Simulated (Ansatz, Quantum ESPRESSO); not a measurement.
# Calcium (Fm-3m): phonons and the Eliashberg function, part 3 of 4

How strong is the electron-phonon coupling in Calcium (Fm-3m)?

Quantum ESPRESSO 7.5; DFT PBE, scalar-relativistic, plane waves, PseudoDojo norm-conserving pseudopotentials.

So far. Step 8 (Linear response on the mesh): The acoustic modes at Γ come out as far as 2.7 cm⁻¹ from zero, where they should vanish, a small numerical error. The relaxed cell has a = 5.486 Å (conventional setting).

### Step 9. Fourier transform to real space

The dynamical matrices of the mesh are Fourier-transformed to force constants in real space.

q2r.in reads:

```
&input
   fildyn = 'x.dyn'
   zasr = 'crystal'
   flfrc = 'x.fc'
   la2F = .true.
/
```

Run with:

```
$ q2r.x < q2r.in > q2r.out
```

The program printed:

```text
[banners, grids and lines that vanish by symmetry left out]
[banner, memory and clock lines left out]
Program Q2R v.7.5

  reading grid info from file x.dyn0

  reading force constants from file x.dyn1
  Dielectric Tensor not found
  nqs=            1
 q=   0.00000000  0.00000000  0.00000000
  reading force constants from file x.dyn2
  nqs=            8
 q=   0.17677670  0.17677670 -0.17677670
[...]
reading force constants from file x.dyn7
  nqs=            3
[...]
reading force constants from file x.dyn8
  nqs=            6
[...]
q=   0.35355339 -0.00000000 -0.70710678
 q=  -0.35355339  0.00000000  0.70710678

      q-space grid ok, #points =   64

      fft-check success (sum of imaginary terms < 10^-12)

   Preparing gamma for a2F

 Broadening =      0.005
      q-space grid ok, #points =   64

      fft-check success (sum of imaginary terms < 10^-12)

 Broadening =      0.010
[...]
Broadening =      0.045
      q-space grid ok, #points =   64

      fft-check success (sum of imaginary terms < 10^-12)

 Broadening =      0.050
      q-space grid ok, #points =   64

      fft-check success (sum of imaginary terms < 10^-12)
```

Run time: 0.48 s. Hardware: 1 thread of Arm Neoverse V1, shared host; peak memory 0.05 GiB.

### Step 10. Dispersion

From the force constants any wavevector is cheap; points of the mesh come back as solved, but for the sum rule and, in polar crystals, the LO-TO term at Γ; the rest is interpolation.

matdyn.in reads:

```
&input
   asr = 'crystal'
   flfrc = 'x.fc'
   flfrq = 'x.freq'
   flvec = 'x.modes'
   q_in_band_form = .true.
   q_in_cryst_coord = .true.
/
8
  0.0000000   0.0000000   0.0000000  12  ! GAMMA
  0.5000000   0.0000000   0.5000000  12  ! X
  0.6250000   0.2500000   0.6250000   1  ! U
  0.3750000   0.3750000   0.7500000  12  ! K
  0.0000000   0.0000000   0.0000000  12  ! GAMMA
  0.5000000   0.5000000   0.5000000  12  ! L
  0.5000000   0.2500000   0.7500000  12  ! W
  0.5000000   0.0000000   0.5000000   1  ! X
```

Run with:

```
$ matdyn.x -in matdyn.in > matdyn.out
```

The program printed:

```text
[banner, memory and clock lines left out]
Program MATDYN v.7.5

 mass for atomic type   1 not given; uses mass from file x.fc
 Norm of the difference between old and new effective charges:    0.000000

 Norm of the difference between old and new force-constants:   4.8649e-06

     Message from routine matdyn:
     Z* not found in file x.fc, TO-LO splitting at q=0 will be absent!
     Message from routine matdyn:
     Z* not found in file x.fc, TO-LO splitting at q=0 will be absent!

Note: The following floating-point exceptions are signalling: IEEE_UNDERFLOW_FLAG
```

The job ended after 0.47 s (1 thread; peak memory 0.05 GiB).

This step gave:

| Item | Value |
| --- | --- |
| lowest frequency on the path | 0 cm⁻¹ |
| mean frequency | 114.3 cm⁻¹ |
| Debye temperature (second moment) | 221 K |
| logarithmic mean frequency | 108.5 cm⁻¹ |

Matdyn.x, sum rule crystal. Phonon branches along the path, in cm⁻¹:

```
    point  branch 1  branch 2  branch 3
        Γ         0         0         0
  halfway        92        92       114
        X       130       130       170
  halfway       126       132       168
        U       114       137       160
jump to K       114       137       160
  halfway        52        99       124
        Γ         0         0         0
  halfway        54        54       118
        L        78        78       159
  halfway        95       121       156
        W       110       152       152
  halfway       121       137       165
        X       130       130       170
```

The phonon branches as a text plot (rows in cm⁻¹):

```
    166 |          ******                                    ****
    159 |                *                       *****      *
    152 |         *       **                   **     ******
    145 |        *          *                           **  *
    138 |                ******               *        *     **
    131 |       *   *****      *             *                 **
    124 |         **   **     * *                     *       *
    117 |      *         *                  *               **
    110 |        *             * *                   *   ***
    103 |       *         **    *          *           **
     96 |     *             *     *                 * *
     89 |      *             *            *          *
     81 |     *                  *                ***
     74 |    *                *    *           ***
     67 |    *                    *      *    *
     60 |   *                  *             *
     53 |                       *  **       *
     46 |   *                           *  *
     39 |  *                     *  *     *
     32 |  *                      *      *
     25 |                          * **
     18 | *                         *** *
     11 |                            **
      4 |*                             *
         Γ           X  U|K            Γ         L        W     X
```

Lowest modes at the softest wavevector of the mesh; phase exp(i q.(R + tau)). Modes at q = (0.000, 0.250, 0.000):

```
mode  frequency (cm⁻¹)
   1              53.6
   2              53.6
   3             117.7
```

Displacements in mode 1 (53.6 cm⁻¹), the largest set to 1, in the home cell:
```
Ca1 0.00 1.00 1.00
```

Displacements in mode 3 (117.7 cm⁻¹), the largest set to 1, in the home cell:
```
Ca1  1.00 -1.00  1.00
```

Force constants by pair (phonopy on the run's constants); pairs near half the supercell's span include their periodic images. Pair force constants, by row:

```
atom  neighbour  distance (Å)  third of the trace (eV/Å²)  along the pair's line (eV/Å²)
 Ca1     itself             0                        2.08                              –
 Ca1         Ca         3.879                     -0.1851                        -0.5136
 Ca1         Ca         5.486                      0.0407                         0.1194
 Ca1         Ca         6.719                     -0.0048                        -0.0209
```

Harmonic mean-square displacement, third of the trace. Mean-square displacements:

```
T (K)  Ca1 U_eq (Å²)
    0        0.00417
  100        0.00828
  300        0.02228
  600        0.04406
```

Mode patterns, pair constants, displacements and means over the zone were worked out by phonopy from the force constants of q2r.x.

All branches are real along the path.

### Step 11. Density of states

Sums over the zone need many more wavevectors than were solved, so the interpolation is sampled on a dense mesh.

matdyn.in reads:

```
&input
   asr = 'crystal'
   flfrc = 'x.fc'
   dos = .true.
   fldos = 'x.dos'
   nk1 = 14
   nk2 = 14
   nk3 = 14
   deltaE = 0.3
   la2F = .true.
/
```

Run with:

```
$ matdyn.x -in matdyn.in > matdyn.out
```

The program printed:

```text
[banner, memory and clock lines left out]
Program MATDYN v.7.5

 mass for atomic type   1 not given; uses mass from file x.fc
 Norm of the difference between old and new effective charges:    0.000000

 Norm of the difference between old and new force-constants:   4.8649e-06

     Message from routine matdyn:
     Z* not found in file x.fc, TO-LO splitting at q=0 will be absent!
 Norm of the difference between old and new effective charges:    0.000000

 Norm of the difference between old and new force-constants:   0.000127767

 Norm of the difference between old and new effective charges:    0.000000

 Norm of the difference between old and new force-constants:   0.000142483

 Norm of the difference between old and new effective charges:    0.000000

 Norm of the difference between old and new force-constants:   0.000169882

 Norm of the difference between old and new effective charges:    0.000000

 Norm of the difference between old and new force-constants:   0.000208942

 Norm of the difference between old and new effective charges:    0.000000

 Norm of the difference between old and new force-constants:   0.000256512

 Norm of the difference between old and new effective charges:    0.000000

 Norm of the difference between old and new force-constants:   0.000319414

 Norm of the difference between old and new effective charges:    0.000000

 Norm of the difference between old and new force-constants:   0.000405265

 Norm of the difference between old and new effective charges:    0.000000

 Norm of the difference between old and new force-constants:   0.000511776

 Norm of the difference between old and new effective charges:    0.000000

 Norm of the difference between old and new force-constants:   0.000629566

 Norm of the difference between old and new effective charges:    0.000000

 Norm of the difference between old and new force-constants:   0.000748783

Note: The following floating-point exceptions are signalling: IEEE_UNDERFLOW_FLAG
```

It took 10 s on 1 thread; peak memory 0.11 GiB.

This step gave:

| Property | Result |
| --- | --- |
| share of imaginary modes on the dense interpolated mesh | 0 |
| electron-phonon coupling constant | 0.1126 |
| logarithmic mean frequency weighted by the coupling | 144.6 K |
| zero-point energy per atom | 21.25 meV |
| heat capacity at 300 K | 24.28 J/(mol atoms K) |
| vibrational entropy at 300 K | 41.50 J/(mol atoms K) |

The phonon density of states has structure finer than the step of the table below, so its rows give means over 5 cm⁻¹. Peaks (cm⁻¹: height): 108.9: 0.0354, 154.8: 0.0717.

Tetrahedra. Table of phonon density of states by wavenumber; means over each step:

```
wavenumber (cm⁻¹)  phonon density of states (1/cm⁻¹/cell)
                5                                  2.7e-5
               10                                  9.8e-5
               15                                  2.9e-4
               20                                  7.8e-4
               25                                 0.00128
               30                                 0.00199
               35                                 0.00302
               40                                 0.00371
               45                                 0.00488
               50                                 0.00585
               55                                 0.00711
               60                                 0.00906
               65                                  0.0109
               70                                  0.0136
               75                                  0.0171
               80                                  0.0235
               85                                  0.0259
               90                                  0.0277
               95                                  0.0291
              100                                  0.0311
              105                                  0.0331
              110                                  0.0334
              115                                  0.0291
              120                                  0.0270
              125                                  0.0270
              130                                  0.0291
              135                                  0.0309
              140                                  0.0269
              145                                  0.0243
              150                                  0.0332
              155                                  0.0610
              160                                  0.0185
              165                                 0.00878
```

Harmonic thermodynamic functions per atom, summed over the density of states scaled to three modes an atom; melting is ignored. Thermodynamic functions:

```
T (K)  F_vib (meV/atom)  S (J/mol-atom/K)  C_V (J/mol-atom/K)
    0             21.25                 0                   0
   50             20.42             5.494               11.27
  100             14.64             16.54               19.83
  200             -11.1             31.79                23.5
  300             -49.4              41.5               24.28
  400            -96.22             48.53               24.57
  500            -149.5             54.03                24.7
  600            -207.9             58.54               24.78
  700            -270.6             62.36               24.82
  800              -337             65.68               24.85
  900            -406.6             68.61               24.87
 1000            -479.1             71.23               24.88
```

λ by broadening:

```
broadening (Ry)  lambda  N(E_F) (states/spin/Ry/cell)  ω_log (K)
          0.005  0.1276                         10.64      185.3
           0.01  0.1167                         9.451      166.4
          0.015  0.1124                         8.632      153.1
           0.02  0.1126                         8.197      144.6
          0.025  0.1167                          8.05      139.1
           0.03  0.1226                         8.048      135.8
          0.035  0.1287                         8.103      134.1
           0.04  0.1346                         8.168      133.4
          0.045  0.1401                         8.224      133.3
           0.05  0.1451                         8.262      133.5
```

Gaussian broadening 0.02 Ry. Table of alpha^2 F by phonon energy; read off at these points:

```
phonon energy (meV)  alpha^2 F
               1.00          0
               1.50     1.0e-4
               2.00     1.3e-4
               2.50     6.7e-4
               3.00     0.0011
               3.50    0.00166
               4.00    0.00341
               4.50    0.00465
               5.00    0.00569
               5.50    0.00761
               6.00    0.00978
               6.50     0.0116
               7.00     0.0149
               7.50     0.0171
               8.00     0.0199
               8.50     0.0228
               9.00     0.0263
               9.50     0.0315
              10.00     0.0375
              10.50     0.0405
              11.00     0.0416
              11.50     0.0428
              12.00     0.0441
              12.50     0.0455
              13.00     0.0473
              13.50     0.0501
              14.00     0.0413
              14.50     0.0389
              15.00     0.0400
              15.50     0.0444
              16.00     0.0523
              16.50     0.0682
              17.00     0.0810
              17.50     0.0851
              18.00     0.0900
              18.50      0.108
              19.00      0.173
              19.17      0.215
              19.50      0.114
              20.00     0.0268
              20.50     0.0179
              21.00     7.6e-4
```

At 300 K the heat capacity has reached 97 % of the Dulong-Petit value.

[end of part 3 of 4]

[Long decimals in the printed logs are rounded to 6 places.]

[Host names, launcher messages, clock columns and parts of forces and stress are left out of these logs.]

[Logs are printed without paths, hosts, clocks, repeated set-up lines and the standing remarks that a program may print on its own settings, such as how far it seeks lower states.]

[Hosts, paths, dates, database ids (printed as entryN), source tags and the programs' standing remarks are cut or masked in the printed files.]

[Where Elk ran, warnings of its patched build on accuracy (core leakage, angular cutoffs, spin-orbit splittings, empty states, lower magnetic states) are left out.]

[Sessions in which a second program contradicted a gradient-corrected response are left out of this set, so agreement between programs is selected.]
